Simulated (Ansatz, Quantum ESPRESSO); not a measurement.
## GaP (F-43m): a worked LO-TO splitting

Aim: work out the LO frequency and the static dielectric constant of GaP (F-43m) from one linear-response run, then check them.

Method: DFT LDA, scalar-relativistic, plane waves, PseudoDojo norm-conserving pseudopotentials, in Quantum ESPRESSO 8.0 development, patched.

## 1. The relaxed structure

Symmetry: F-43m, No. 216, cubic system. Conventional cell: a = 5.387 Å, b = 5.387 Å, c = 5.387 Å, α = 90.00°, β = 90.00°, γ = 90.00°. Nearest to Ga lie 4 P at 2.33 Å. Nearest to P lie 4 Ga at 2.33 Å. Farther neighbours are not listed.

Coordinates:

```
CELL_PARAMETERS angstrom
-2.69367 0.00000 2.69367
0.00000 2.69367 2.69367
-2.69367 2.69367 0.00000
ATOMIC_POSITIONS crystal
Ga 0.00000 0.00000 0.00000
P 0.25000 0.25000 0.25000
```

This is the cell after its relaxation at this level of theory, not the database cell from which that began.

## 2. What the response run gave

A linear-response run on the relaxed cell, with the response to an electric field; only its zone-centre results are used. Cutoff 80 Ry, k mesh 12×12×12.

The log of the run:

```text
[banners, grids, parts of the stress and lines that vanish by symmetry left out]
Program PHONON v.8.0dev
     Dynamical matrices for q-points given in input
     (   1q-points):
[...]
Exchange-correlation= PW
                           (   1   4   0   0   0   0   0)
[...]
kinetic-energy cut-off    =      80.0000  Ry
     charge density cut-off    =     320.0000  Ry
     convergence threshold     =      1.0E-18
[...]
Exchange-correlation= PW
                           (   1   4   0   0   0   0   0)
[...]
q = (   0.0000000   0.0000000   0.0000000 )
     25 Sym.Ops. (with q -> -q+G )
     G cutoff =  840.1094  (  25605 G-vectors)     FFT grid: ( 45, 45, 45)
     number of k points=    72
[...]
Mode symmetry, T_d (-43m)  point group:
[...]
Dielectric constant
[...]
End of electric fields calculation
          Dielectric constant in cartesian axis
          (      10.788909905      -0.000000000       0.000000000 )
          (       0.000000000      10.788909905       0.000000000 )
          (       0.000000000      -0.000000000      10.788909905 )
          Effective charges (d Force / dE) in cartesian axis without acoustic sum rule applied (asr)
           atom    1  Ga    Mean Z*:        2.04566
      Ex  (        2.04566       -0.00000        0.00000 )
      Ey  (       -0.00000        2.04566       -0.00000 )
      Ez  (        0.00000       -0.00000        2.04566 )
           atom    2  P     Mean Z*:       -2.05623
      Ex  (       -2.05623       -0.00000       -0.00000 )
      Ey  (       -0.00000       -2.05623        0.00000 )
      Ez  (       -0.00000        0.00000       -2.05623 )
          Effective charges Sum: Mean:       -0.01057
[...]
Effective charges (d Force / dE) in cartesian axis with asr applied:
           atom    1  Ga    Mean Z*:        2.05095
[...]
atom    2  P     Mean Z*:       -2.05095
[...]
Dielectric constant from finite-differences
          (      10.788733350       0.000000000       0.000000000 )
          (       0.000000000      10.788733350       0.000000000 )
          (       0.000000000       0.000000000      10.788733350 )
[...]
(       0.000000000       0.000000000       0.000000000 )
          (       0.000000000       0.000000000     -74.571542010 )
          (      -0.000000000     -74.571542010      -0.000000000 )
          (      -0.000000000      -0.000000000     -74.571542010 )
          (      -0.000000000       0.000000000       0.000000000 )
          (     -74.571542010       0.000000000      -0.000000000 )
          (       0.000000000     -74.571542010       0.000000000 )
          (     -74.571542010       0.000000000       0.000000000 )
[...]
(      -0.000000000      -0.000000000       0.000000000 )
          (      -1.635326237      -0.000000000       0.000000000 )
          (      -0.000000000      -1.635326237       0.000000000 )
          (      -1.635326237      -0.000000000      -0.000000000 )
          (       0.000000000      -0.000000000       0.000000000 )
[...]
Representation #   1 modes #   1   2   3
[...]
End of self-consistent calculation
     Convergence has been achieved
     Representation #   2 modes #   4   5   6
[...]
End of self-consistent calculation
     Convergence has been achieved
[...]
Dielectric constant in cartesian axis
          (      10.788909905      -0.000000000       0.000000000 )
          (       0.000000000      10.788909905       0.000000000 )
          (       0.000000000      -0.000000000      10.788909905 )
          Effective charges (d Force / dE) in cartesian axis without acoustic sum rule applied (asr)
           atom    1  Ga    Mean Z*:        2.04566
      Ex  (        2.04566       -0.00000        0.00000 )
      Ey  (       -0.00000        2.04566       -0.00000 )
      Ez  (        0.00000       -0.00000        2.04566 )
           atom    2  P     Mean Z*:       -2.05623
      Ex  (       -2.05623       -0.00000       -0.00000 )
      Ey  (       -0.00000       -2.05623        0.00000 )
      Ez  (       -0.00000        0.00000       -2.05623 )
          Effective charges Sum: Mean:       -0.01057
[...]
Effective charges (d Force / dE) in cartesian axis with asr applied:
           atom    1  Ga    Mean Z*:        2.05095
[...]
atom    2  P     Mean Z*:       -2.05095
[...]
q = (    0.000000000   0.000000000   0.000000000 )
[...]
freq (    1) =       0.075904 [THz] =       2.531870 [cm-1]
     freq (    2) =       0.075904 [THz] =       2.531870 [cm-1]
     freq (    3) =       0.075904 [THz] =       2.531870 [cm-1]
     freq (    4) =      10.947563 [THz] =     365.171401 [cm-1]
     freq (    5) =      10.947563 [THz] =     365.171401 [cm-1]
     freq (    6) =      10.947563 [THz] =     365.171401 [cm-1]
[...]
Mode symmetry, T_d (-43m)  point group:
     freq (   1-   3) =          2.5  [cm-1]   --> T_2  G_15 P_4   I+R
     freq (   4-   6) =        365.2  [cm-1]   --> T_2  G_15 P_4   I+R

   JOB DONE.
```

| quantity | value |
| --- | --- |
| cell volume Ω (Å³) | 39.090 |
| mass of Ga (u) | 69.723 |
| mass of P (u) | 30.974 |
| Born charge of Ga, raw (e) | 2.046 |
| Born charge of P, raw (e) | -2.056 |
| ε∞ | 10.789 |
| ω(TO) after the sum rule (cm⁻¹) | 365.2 |

## 3. The calculation

The charges must sum to zero over the cell; taking off their mean, -0.005 e, leaves Z* = 2.051 e on Ga. In the polar mode Ga moves against P, so the reduced mass is μ = 69.72 × 30.97 / 100.70 = 21.446 u.

A longitudinal wave builds up a field that adds to the restoring force: ω(LO)² = ω(TO)² + 4π Z*² / (μ Ω ε∞), in Hartree atomic units. With μ = 39094 electron masses and Ω = 263.79 bohr³ the second term is 4.7508e-07 Ha², or 22884 cm⁻² (1 Ha = 219474.6 cm⁻¹).

So ω(LO) = √(133349 + 22884) = 395.3 cm⁻¹, and by the Lyddane-Sachs-Teller relation ε₀ = ε∞ (ω(LO)/ω(TO))² = 12.64.

## 4. Check against the program

The analysis program adds the same non-analytic term to the full matrix, here for q along (1 0 0).

The log of the run:

```text
[banner, memory and clock lines left out]
Program DYNMAT v.8.0dev

     Reading Dynamical Matrix from file g.dyn
     ...Force constants read
     ...epsilon and Z* read
     ...Raman cross sections read

     Polarizability (A^3 units)
     multiply by 0.234578 for Clausius-Mossotti correction (not under assume_isolated = 'mt')
        30.449929    0.000000    0.000000
        -0.000000   30.449929   -0.000000
         0.000000    0.000000   30.449929

     IR activities are in (D/A)^2/amu units
     Raman activities are in A^4/amu units
     multiply Raman by 0.003028 for Clausius-Mossotti correction (not under assume_isolated = 'mt')

# mode   [cm-1]    [THz]      IR          Raman   depol.fact
    1     -0.00   -0.0000    0.0000         0.0001    0.7500
    2      0.00    0.0000    0.0000         0.0001    0.7500
    3      0.00    0.0000    0.0000         0.0001    0.7500
    4    365.17   10.9474    4.5250        90.3551    0.7500
    5    365.17   10.9474    4.5250        90.3551    0.7500
    6    395.26   11.8496    4.5250        90.3551    0.7500
```

ε₀ comes from the program's run without a direction of q.

| quantity | by hand | program |
| --- | --- | --- |
| ω(LO) (cm⁻¹) | 395.3 | 395.3 |
| ε₀ | 12.64 | 12.64 |

## 5. Summary of results

| Item | Value |
| --- | --- |
| TO mode | 365.2 cm⁻¹ |
| LO mode | 395.3 cm⁻¹ |
| static dielectric constant | 12.64 |

The LO mode of GaP (F-43m) lies at 395 cm⁻¹, 30 cm⁻¹ above the TO mode; the formula meets the program within 0.1 cm⁻¹, as it must for a cubic crystal with one polar mode. ω(LO)² − ω(TO)² goes with Z*²/ε∞: an error of 5 % in ε∞ would move the LO mode by 1.4 cm⁻¹, and semilocal functionals tend to overestimate ε∞. These are harmonic values at zero temperature, at the volume of this functional, for the structure held cubic; stability elsewhere in the zone is no part of this calculation.

[Host names and launcher messages were left out of these logs when they were recorded.]

[Logs are printed without paths, hosts, clocks, repeated set-up lines and the standing remarks that a program may print on its own settings, such as how far it seeks lower states.]

[Hosts, paths, dates, database ids (printed as entryN), source tags and the programs' standing remarks are cut or masked in the printed files.]
